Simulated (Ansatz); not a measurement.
# 3-layer 1T-SnSe2 (AB) in a perpendicular field

Wanted: the out-of-plane response of the 3-layer 1T-SnSe2 (AB). A positive field points along +c.

Program: Ansatz 0.2.0. Level of theory: plane-wave DFT, PBE-D3(BJ), Ansatz PAW. Results are calculated unless marked as measured.

## 1. The starting structure

The cell holds 9 atoms: 6 Se and 3 Sn. Its edges and angles: a = 3.870 Å, b = 3.870 Å, c = 56.031 Å, α = 90.0°, β = 90.0°, γ = 120.0°. Regions: layer 1: 1T-SnSe2, 3 atoms (2 Se and 1 Sn); layer 2: 1T-SnSe2, 3 atoms (2 Se and 1 Sn); layer 3: 1T-SnSe2, 3 atoms (2 Se and 1 Sn). Vacuum lies along c.

Coordinates:

```cif
data_structure
_symmetry_space_group_name_H-M 'P 1'
_symmetry_Int_Tables_number 1
_cell_length_a 3.8700
_cell_length_b 3.8700
_cell_length_c 56.0315
_cell_angle_alpha 90.000
_cell_angle_beta 90.000
_cell_angle_gamma 120.000
_cell_volume 726.75
loop_
_atom_site_label
_atom_site_type_symbol
_atom_site_fract_x
_atom_site_fract_y
_atom_site_fract_z
_atom_site_occupancy
Se1 Se 0.66667 0.33333 0.38817 1
Sn2 Sn 0.00000 0.00000 0.40701 1
Se3 Se 0.33333 0.66667 0.42584 1
Se4 Se 0.00000 0.00000 0.48117 1
Sn5 Sn 0.33333 0.66667 0.50000 1
Se6 Se 0.66667 0.33333 0.51883 1
Se7 Se 0.66667 0.33333 0.57416 1
Sn8 Sn 0.00000 0.00000 0.59299 1
Se9 Se 0.33333 0.66667 0.61183 1
```

## 2. Relaxation

The starting cell is a guess, so the in-plane lattice and the atoms are relaxed first, with the slab cut off from its images along the normal.

File input.yaml:

```yaml
crystal:
  lattice:
    - [3.87, 0.0, 0.0]
    - [-1.935, 3.3515183126, 0.0]
    - [0.0, 0.0, 56.0314671298]
  atoms:
    - { symbol: Se, position: [0.6666666667, 0.3333333333, 0.3881747367] }
    - { symbol: Sn, position: [0.0, 0.0, 0.4070078063] }
    - { symbol: Se, position: [0.3333333333, 0.6666666667, 0.4258408759] }
    - { symbol: Se, position: [0.0, 0.0, 0.4811669304] }
    - { symbol: Sn, position: [0.3333333333, 0.6666666667, 0.5] }
    - { symbol: Se, position: [0.6666666667, 0.3333333333, 0.5188330696] }
    - { symbol: Se, position: [0.6666666667, 0.3333333333, 0.5741591241] }
    - { symbol: Sn, position: [0.0, 0.0, 0.5929921937] }
    - { symbol: Se, position: [0.3333333333, 0.6666666667, 0.6118252633] }
  periodic: [true, true, false]
kpoints:
  mp_grid: { grid: [12, 12, 1] }
hamiltonian:
  xc: pbe
  dispersion: d3bj
scf:
  occupations: { method: fermi_dirac, width: 0.05 }
  convergence: { dr2_threshold: 1.0e-09 }
relax:
  f_tol: 0.004
  max_steps: 90
  cell: {}
output:
  write_potential: true
  write_density: true
  volumetric_format: npy
```

On the command line:

```sh
$ ansatz run input.yaml --threads 4 --pin off --max-ram 8192MiB --backend cpu --events-out ev --progress --plain --runs-dir out
```

Numbers of over 12 decimals in the logs are rounded to 6 here.

The log of the run:

```text
Warning: relax.cell: scf.convergence.dr2_threshold = 1e-9 eV is looser than the 1.77281560641e-10 eV advised for a relaxation that steers and ends on the stress (1e-10 eV for each atom of the cell: 9, times the square of relax.cell.stress_2d_tol = 0.05 N/m over 22.5 Å (the atoms' height at the walk's start and 5 Å past either face), 2.219e-2 GPa, over a crystal's default 0.05). What an SCF threshold leaves in a stress goes as its square root, and in the free energy as the threshold itself, and one threshold admits the most on a small cell: [figures from the program's tests cut] Set scf.convergence.dr2_threshold to 1.77281560641e-10 eV or tighter. [rest of the remark cut]
Engine: ansatz 0.2.0, aarch64-unknown-linux-gnu
Pseudopotentials: kind: paw
Pseudopotential: Se, paw, valence charge 16, recommended cutoff 420 eV (normal), Se.paw.azcp
Pseudopotential: Sn, paw, valence charge 14, recommended cutoff 420 eV (normal), Sn.paw.azcp
Functional definition: PBE
  parameter kappa = 0.804
  parameter beta = 0.066725
  exchange = pbe_x(kappa = kappa, mu = beta*pi^2/3)
  correlation = pbe_c(beta = beta)
Crystal: 9 atoms, lattice volume = 726.749 Å³
Basis set: ecut = 420 eV, 14335 PW (Γ), exchange–correlation on 54×54×750 points (8 copies of the dense FFT grid, shifted against one another)
Bands: 83, of which v1, the nominal top of the filled ones, is band 69 counted from 1 (68 counted from 0)
Symmetry: 6 space group operations
Space group: P3m1 (ITA 156), of the structure as read, at distance tolerance 9.0e-5 Å
k-points: 19 of 144 (time reversal used)
Non-local potential: Se, projectors of the file, l = 0: 2, l = 1: 2, l = 2: 3, l = 3: 1
Non-local potential: Sn, projectors of the file, l = 0: 2, l = 1: 2, l = 2: 2, l = 3: 2
PAW form: soft (Blöchl's): semilocal exchange-correlation on the pseudo side does not see the compensation charge
PAW one-centre angular grid: Se, 590 points (default); XC on 64 Gauss nodes
PAW one-centre angular grid: Sn, 590 points (default); XC on 64 Gauss nodes
Initial density: superposition of atomic densities (neutral atoms: chi_scale 0, normalization atom), corrected by the library's trained network
Initial wavefunctions: pseudopotential atomic-orbital guess
Functional: x = pbe(κ = 0.804, μ = 0.219515), c = pbe(β = 0.066725)
SCF iter   1: F=—  HF=-50884.409952 eV  |F-HF|=—  |Δ(HF+E_count)|=         —  Δρ=2.29e-3  dr2=7.17e-2  ethr=1.77e-3  ⟨swp⟩=13.5  Hψ=9445  notcnv=0  defer=38
preconditioner: auto → LDOS  [metal: Δε(μ)=0.114 eV  Ē_g=16.923 eV  σ=0.050 eV  W_gap=0.48  n_scr=126 (ndim 8)  ℏωp=12.2 eV  f_vac=0.715  D(μ)=0.42/eV (n_scr^D=4)  β→1.0]
SCF iter   2: F=—  HF=-50884.453285 eV  |F-HF|=—  |Δ(HF+E_count)|=   4.33e-2  Δρ=2.61e-3  dr2=3.42e-1  ethr=5.20e-5  ⟨swp⟩=4.9  Hψ=4679  notcnv=0  defer=104
SCF iter   3: F=—  HF=-50884.418270 eV  |F-HF|=—  |Δ(HF+E_count)|=   3.50e-2  Δρ=1.45e-3  dr2=1.95e-1  ethr=5.20e-5  ⟨swp⟩=4.9  Hψ=3650  notcnv=0  defer=103
SCF iter   4: F=—  HF=-50884.392564 eV  |F-HF|=—  |Δ(HF+E_count)|=   2.57e-2  Δρ=2.90e-4  dr2=5.62e-3  ethr=5.20e-5  ⟨swp⟩=4.1  Hψ=2808  notcnv=0  defer=83
SCF iter   5: F=—  HF=-50884.391746 eV  |F-HF|=—  |Δ(HF+E_count)|=   8.19e-4  Δρ=8.71e-5  dr2=4.05e-4  ethr=4.08e-6  ⟨swp⟩=3.1  Hψ=2596  notcnv=0  defer=84
SCF iter   6: F=—  HF=-50884.391693 eV  |F-HF|=—  |Δ(HF+E_count)|=   5.30e-5  Δρ=2.95e-5  dr2=1.44e-5  ethr=2.93e-7  ⟨swp⟩=3.2  Hψ=2509  notcnv=0  defer=84
SCF iter   7: F=—  HF=-50884.391746 eV  |F-HF|=—  |Δ(HF+E_count)|=   5.40e-5  Δρ=1.24e-5  dr2=1.37e-6  ethr=1.04e-8  ⟨swp⟩=3.5  Hψ=3314  notcnv=0  defer=84
SCF iter   8: F=—  HF=-50884.391719 eV  |F-HF|=—  |Δ(HF+E_count)|=   2.78e-5  Δρ=4.26e-6  dr2=2.22e-7  ethr=9.95e-10  ⟨swp⟩=3.4  Hψ=3159  notcnv=0  defer=84
SCF iter   9: F=—  HF=-50884.391719 eV  |F-HF|=—  |Δ(HF+E_count)|=   1.35e-7  Δρ=1.40e-6  dr2=3.75e-8  ethr=1.61e-10  ⟨swp⟩=3.2  Hψ=2972  notcnv=0  defer=84
SCF iter  10: F=—  HF=-50884.391719 eV  |F-HF|=—  |Δ(HF+E_count)|=   1.74e-8  Δρ=5.00e-7  dr2=5.10e-9  ethr=2.72e-11  ⟨swp⟩=3.1  Hψ=2567  notcnv=0  defer=84
SCF iter  11: F=-50884.391719 eV  HF=-50884.391719 eV  |F-HF|=2.42e-9  |Δ(HF+E_count)|=   8.19e-9  Δρ=1.80e-7  dr2=5.19e-10  ethr=1.00e-12  ⟨swp⟩=12.2  Hψ=11505  notcnv=0
SCF 1 converged in 11 iterations: F = -50884.391719 eV  dr2 = 5.19e-10
  greatest PAW one-centre occupation: 1.000 electrons in one spin orbital (limit 2), on the Se atom at site 2 (counted from 0), in its partial waves of l = 2
relax step   1: F+E_penalty+E_count = -50884.39171880 eV  Δ(F+E_penalty+E_count) = +0.000e0 eV  max|allowed force component| = 5.194e0 eV/Å  Δτ_max = 0.0000 Å  P = +53.837 N/m  Ω = 726.749 Å³  fix = [c, alpha, beta]  reactions: c +0.000 N/m  (11 SCF iters, accepted)
Crystal: 9 atoms, lattice volume = 753.768 Å³
Basis set: ecut = 420 eV, 14899 PW (Γ), exchange–correlation on 54×54×750 points (8 copies of the dense FFT grid, shifted against one another)
Initial density: handed on by an earlier stage of this run
Initial wavefunctions: those handed on with the density
iter 1 solved again at ethr=1.95e-4 eV; its pass at ethr=3.10e-3 eV (dr2=2.70e-1 eV) is discarded
SCF iter   1: F=—  HF=-50889.241831 eV  |F-HF|=—  |Δ(HF+E_count)|=         —  Δρ=5.03e-3  dr2=2.67e-1  ethr=1.95e-4  ⟨swp⟩=5.4  Hψ=9159  notcnv=0  defer=12
preconditioner: auto → LDOS  [metal: Δε(μ)=0.077 eV  Ē_g=10.253 eV  σ=0.050 eV  W_gap=0.34  n_scr=138 (ndim 8)  ℏωp=9.4 eV  f_vac=0.710  D(μ)=3.04/eV (n_scr^D=14)  β→1.0]
SCF iter   2: F=—  HF=-50889.224170 eV  |F-HF|=—  |Δ(HF+E_count)|=   1.77e-2  Δρ=1.95e-3  dr2=1.13e-1  ethr=1.94e-4  ⟨swp⟩=6.1  Hψ=3573  notcnv=0  defer=17
SCF iter   3: F=—  HF=-50889.200630 eV  |F-HF|=—  |Δ(HF+E_count)|=   2.35e-2  Δρ=1.00e-3  dr2=4.18e-2  ethr=8.21e-5  ⟨swp⟩=4.1  Hψ=3480  notcnv=0  defer=56
SCF iter   4: F=—  HF=-50889.194193 eV  |F-HF|=—  |Δ(HF+E_count)|=   6.44e-3  Δρ=3.85e-4  dr2=4.35e-3  ethr=3.03e-5  ⟨swp⟩=2.5  Hψ=2235  notcnv=0  defer=64
SCF iter   5: F=—  HF=-50889.193291 eV  |F-HF|=—  |Δ(HF+E_count)|=   9.01e-4  Δρ=1.22e-4  dr2=2.87e-4  ethr=3.15e-6  ⟨swp⟩=2.9  Hψ=2527  notcnv=0  defer=64
SCF iter   6: F=—  HF=-50889.193242 eV  |F-HF|=—  |Δ(HF+E_count)|=   4.92e-5  Δρ=5.64e-5  dr2=6.62e-5  ethr=2.08e-7  ⟨swp⟩=3.0  Hψ=3269  notcnv=0  defer=64
SCF iter   7: F=—  HF=-50889.193248 eV  |F-HF|=—  |Δ(HF+E_count)|=   5.69e-6  Δρ=1.69e-5  dr2=4.97e-6  ethr=4.80e-8  ⟨swp⟩=3.7  Hψ=3190  notcnv=0  defer=64
SCF iter   8: F=—  HF=-50889.193218 eV  |F-HF|=—  |Δ(HF+E_count)|=   2.98e-5  Δρ=7.29e-6  dr2=2.03e-6  ethr=3.60e-9  ⟨swp⟩=2.6  Hψ=2954  notcnv=0  defer=64
[...]
relax step  12: F+E_penalty+E_count = -50892.81438759 eV  Δ(F+E_penalty+E_count) = -1.475e-3 eV  max|allowed force component| = 3.260e-2 eV/Å  Δτ_max = 0.0549 Å  P = +0.234 N/m  Ω = 708.904 Å³  energy of the carried Pulay correction = +2.304e-3 eV  fix = [c, alpha, beta]  reactions: c +0.000 N/m  (11 SCF iters, accepted)
relax step  13: F+E_penalty+E_count = -50892.81460350 eV  Δ(F+E_penalty+E_count) = -2.159e-4 eV  max|allowed force component| = 2.388e-2 eV/Å  Δτ_max = 0.0249 Å  P = +0.123 N/m  Ω = 708.261 Å³  energy of the carried Pulay correction = +2.388e-3 eV  fix = [c, alpha, beta]  reactions: c +0.000 N/m  (10 SCF iters, accepted)
relax step  14: F+E_penalty+E_count = -50892.81462447 eV  Δ(F+E_penalty+E_count) = -2.097e-5 eV  max|allowed force component| = 1.536e-3 eV/Å  Δτ_max = 0.0044 Å  P = -0.055 N/m  Ω = 709.826 Å³  energy of the carried Pulay correction = +2.183e-3 eV  fix = [c, alpha, beta]  reactions: c -0.000 N/m  (9 SCF iters, accepted)
relax step  15: F+E_penalty+E_count = -50892.81468071 eV  Δ(F+E_penalty+E_count) = -5.623e-5 eV  max|allowed force component| = 1.782e-4 eV/Å  Δτ_max = 0.0013 Å  P = -0.003 N/m  Ω = 709.493 Å³  energy of the carried Pulay correction = +2.227e-3 eV  fix = [c, alpha, beta]  reactions: c -0.000 N/m  (8 SCF iters, accepted)
relax step  16: F+E_penalty+E_count = -50892.81351764 eV  Δ(F+E_penalty+E_count) = +1.163e-3 eV  max|allowed force component| = 4.299e-4 eV/Å  Δτ_max = 0.0000 Å  P = -0.059 N/m  Ω = 709.493 Å³  fix = [c, alpha, beta]  reactions: c -0.000 N/m  stress off target by 5.91e-2 N/m on what of the cell is left free  SCF on the basis re-selected at this cell (its energy is not comparable with the rows above)  (7 SCF iters)
relax step  17: F+E_penalty+E_count = -50892.81355622 eV  Δ(F+E_penalty+E_count) = -3.858e-5 eV  max|allowed force component| = 3.722e-4 eV/Å  Δτ_max = 0.0003 Å  P = +0.002 N/m  Ω = 709.123 Å³  energy of the carried Pulay correction = +2.631e-5 eV  fix = [c, alpha, beta]  reactions: c +0.000 N/m  (7 SCF iters, accepted)
iter 1 solved again at ethr=3.65e-7 eV; its pass at ethr=3.10e-3 eV (dr2=5.04e-4 eV) is discarded
SCF iter   1: F=—  HF=-50892.813561 eV  |F-HF|=—  |Δ(HF+E_count)|=         —  Δρ=1.23e-6  dr2=1.33e-8  ethr=3.65e-7  ⟨swp⟩=7.1  Hψ=13926  notcnv=0  defer=2
eigensolver tolerance schedule: the retry pair's looser diagonalisation over-reported the residual by 37797.38 of it (diagonalisation noise at an unbounded share of the residual, at the tolerance the schedule requests for it); recorded, not acted on — ethr = c·dr2/N_el stays at c = 1.0e-1
SCF iter   2: F=—  HF=-50892.813524 eV  |F-HF|=—  |Δ(HF+E_count)|=   3.71e-5  Δρ=9.08e-7  dr2=1.75e-8  ethr=9.67e-12  ⟨swp⟩=6.3  Hψ=5838  notcnv=0  defer=1
SCF iter   3: F=—  HF=-50892.813524 eV  |F-HF|=—  |Δ(HF+E_count)|=   3.70e-9  Δρ=5.14e-7  dr2=3.36e-9  ethr=9.67e-12  ⟨swp⟩=2.0  Hψ=1811  notcnv=0  defer=1
SCF iter   4: F=—  HF=-50892.813524 eV  |F-HF|=—  |Δ(HF+E_count)|=  1.75e-10  Δρ=4.05e-7  dr2=1.54e-9  ethr=2.43e-12  ⟨swp⟩=2.2  Hψ=1909  notcnv=0  defer=1
SCF iter   5: F=-50892.813524 eV  HF=-50892.813524 eV  |F-HF|=1.02e-10  |Δ(HF+E_count)|=  5.09e-10  Δρ=2.15e-7  dr2=3.13e-10  ethr=1.00e-12  ⟨swp⟩=17.5  Hψ=11414  notcnv=0
SCF 18 converged in 5 iterations: F = -50892.813524 eV  dr2 = 3.13e-10
relax step  18: F+E_penalty+E_count = -50892.81352399 eV  Δ(F+E_penalty+E_count) = +3.223e-5 eV  max|allowed force component| = 3.772e-4 eV/Å  Δτ_max = 0.0000 Å  P = +0.002 N/m  Ω = 709.123 Å³  fix = [c, alpha, beta]  reactions: c +0.000 N/m  stress off target by 1.86e-3 N/m on what of the cell is left free  SCF on the basis re-selected at this cell (its energy is not comparable with the rows above)  (5 SCF iters)
basis re-selected at this cell: Δ(F+E_penalty+E_count) = +3.223e-5 eV, ΔP = +0.000 N/m vs the last step (what re-selecting the basis moved, of the pressure what is left beyond the Pulay correction that the steps carried, after the strain that the cell walked since its last selection, with what the two solves' SCF thresholds leave and, on support functions, any second-order correction that the steps lacked; it is no m [...]
WARN: The output density's exchange-correlation potential varies sharply where the density is thin. Do not read a vacuum level from v_tot or v_xc, or from such a field of the output density. On a cell that repeats whose density bears no net charge and no dipole along the vacuum's axis use v_es (v_loc + v_h of the components); under efield.dipole_correction with no amplitude use v_es + v_field, which holds any externa [...]
SCF converged after 5 iterations
Free energy (F): -50892.813524 eV
Harris-Foulkes:  -50892.813524 eV  (|F-HF|=1.02e-10)
Internal energy: -50892.812855 eV  (E = F + TS)
E sigma→0 (E₀):  -50892.813190 eV
Entropy (-TS):   -0.000669 eV (-0.074 meV/atom)
Fermi energy:    -5.650304 eV
--- Per-component energies (eV) ---
  E_band       = -4499.286628
  E_kinetic    = 1272.541060
  E_local      = -1057762.281045  (includes V_loc(G=0)·N_el)
  E_nonlocal   = -3667.215296
  E_hartree    = 528152.415222
  E_xc         = -1768.241482
  E_vxc        = -872.231583  (∫ρ·V_xc dr)
  E_paw        = -23891.351335  (= ΣΔE_a)
  E_vpaw       = 225.072762  (= ΣTr[D̂ρ^β])
  E_aug_tail   = -0.003677  (compensation charges beyond the density's cutoff)
  E_ewald      = 506774.085274
  E_disp       = -2.761578  (pairwise vdW)
  E_smearing   = -0.000669  (= −TS)
  E_closure    = -0.000000  (closes the sum)
  Σ components = -50892.813524   (vs F -50892.813524, Δ=0.00e0)
--- Forces (eV/Å), atoms counted from 1 ---
  atom   1  Se     0.00000000     0.00000000    -0.00021158
  atom   2  Sn     0.00000000     0.00000000    -0.00000038
  atom   3  Se    -0.00000000    -0.00000000    -0.00001344
  atom   4  Se     0.00000000     0.00000000     0.00006540
  atom   5  Sn     0.00000000    -0.00000000     0.00002047
  atom   6  Se    -0.00000000    -0.00000000     0.00037733
  atom   7  Se     0.00000000     0.00000000    -0.00029446
  atom   8  Sn     0.00000000     0.00000000    -0.00004455
  atom   9  Se    -0.00000000    -0.00000000     0.00010199
  max |Σ_I F_I| component: 7.74e-7 eV/Å
--- 2D stress c σ (N/m, compression-positive) ---
        0.001864       0.000000      -0.000000
        0.000000       0.001864      -0.000000
       -0.000000      -0.000000       0.000000
  P = ½ c Tr σ = 0.0019 N/m
--- Band table (eV; the first three rows and the last of 19) ---
  k-point 0: bands = [... 65 lower, -6.0417, -6.0417, -6.0097, -6.0097, -4.7011, -4.2323, -3.7314, -2.8676, ... 10 higher]
  k-point 1: bands = [... 65 lower, -6.2722, -6.0571, -5.9803, -5.9398, -4.2196, -3.8861, -3.5448, -2.4362, ... 10 higher]
  k-point 2: bands = [... 65 lower, -6.3068, -6.0805, -5.9851, -5.9289, -3.8321, -3.7132, -3.6065, -2.2424, ... 10 higher]
  k-point 18: bands = [... 65 lower, -6.9313, -6.8765, -6.8658, -6.5169, -4.2118, -4.1656, -4.1344, -1.3091, ... 10 higher]
  the weakly bound empty levels are not read free of the cell's end (no_gap_told)
--- Relaxed structure (16 steps of the walk, 16 accepted, 2 SCFs on fresh bases) ---
  F+E_penalty+E_count = -50892.81352399 eV   max|allowed force component| = 3.772e-4 eV/Å   (the final SCF, on the basis selected at the relaxed cell)
  cell:  # Å, volume = 709.1228 Å³
    - [3.822781, -1.747455611498488e-18, 0]
    - [-1.911390, 3.310625, 0]
    - [0, 0, 56.0314671298]
  atoms:
    - { symbol: Se, position: [0.666667, 0.333333, 0.356472] }
    - { symbol: Sn, position: [1.1783671176407615e-17, 0, 0.385016] }
    - { symbol: Se, position: [0.333333, 0.666667, 0.413541] }
    - { symbol: Se, position: [7.23572872524843e-18, 0, 0.467663] }
    - { symbol: Sn, position: [0.333333, 0.666667, 0.496198] }
    - { symbol: Se, position: [0.666667, 0.333333, 0.524765] }
    - { symbol: Se, position: [0.666667, 0.333333, 0.590185] }
    - { symbol: Sn, position: [-1.3820318765003213e-17, 0, 0.618786] }
    - { symbol: Se, position: [0.333333, 0.666667, 0.647376] }
```

The job ended after 12 min (4 threads of Arm Neoverse V1, shared host; peak memory 2.1 GiB; 47 min of CPU time).

The steps of the relaxation:

```
step  energy less that of the first step (eV)  largest force component (eV/Å)  volume (Å³)
   1                                   0.0000                          5.1942       726.75
   2                                  -4.8015                          2.7112       753.77
   3                                  -6.3535                          1.7721       761.58
   4                                  -7.0213                          1.0943       764.46
   5                                  -7.4298                          0.9493       757.07
   6                                  -7.7430                          0.4276       747.39
   7                                  -8.0229                          0.3059       735.33
   8                                  -8.2097                          0.1728       723.55
   9                                  -8.3345                          0.0954       718.31
  10                                  -8.3999                          0.0519       713.63
  11                                  -8.4212                          0.0175       710.54
  12                                  -8.4227                          0.0326       708.90
  13                                  -8.4229                          0.0239       708.26
  14                                  -8.4229                          0.0015       709.83
  15                                  -8.4230                          0.0002       709.49
 16*                                  -8.4218                          0.0004       709.49
  17                                  -8.4218                          0.0004       709.12
 18*                                  -8.4218                          0.0004       709.12
```

Relaxation steps marked * repeat the geometry before them on a plane-wave basis chosen anew for their cell, so energy and pressure can jump there.

The run keeps the 6 symmetry operations that it works with, so distortions that break them were not tested.

```
cell as run  before  after  change
      a (Å)   3.870  3.823  -1.2 %
      b (Å)   3.870  3.823  -1.2 %
```

The atoms that moved most (Å, along periodic axes as changes of fractional coordinates times the final cell, across vacuum about the mean position):

```
atom     dx     dy      dz  length
 Se9  0.000  0.000   1.992   1.992
 Se1  0.000  0.000  -1.776   1.776
 Sn8  0.000  0.000   1.445   1.445
 Sn2  0.000  0.000  -1.232   1.232
 Se7  0.000  0.000   0.898   0.898
 Se4  0.000  0.000  -0.757   0.757
 Se3  0.000  0.000  -0.689   0.689
 Se6  0.000  0.000   0.332   0.332
```

Numbers from this step:

| Property | Result |
| --- | --- |
| energy at zero smearing | -50892.8132 eV |

The lattice constant a goes from 3.870 to 3.823 Å.

[end of part 1 of 3]

[Logs are printed without paths, hosts, clocks, repeated set-up lines and the standing remarks that a program may print on its own settings, such as how far it seeks lower states.]

[Hosts, paths, dates, database ids (printed as entryN), source tags and the programs' standing remarks are cut or masked in the printed files.]

[Maps of the electrostatic potential energy from Ansatz leave out the sawtooth potential of an applied field or a dipole correction, so their vacuum need not be flat; planar profiles and work functions include it.]
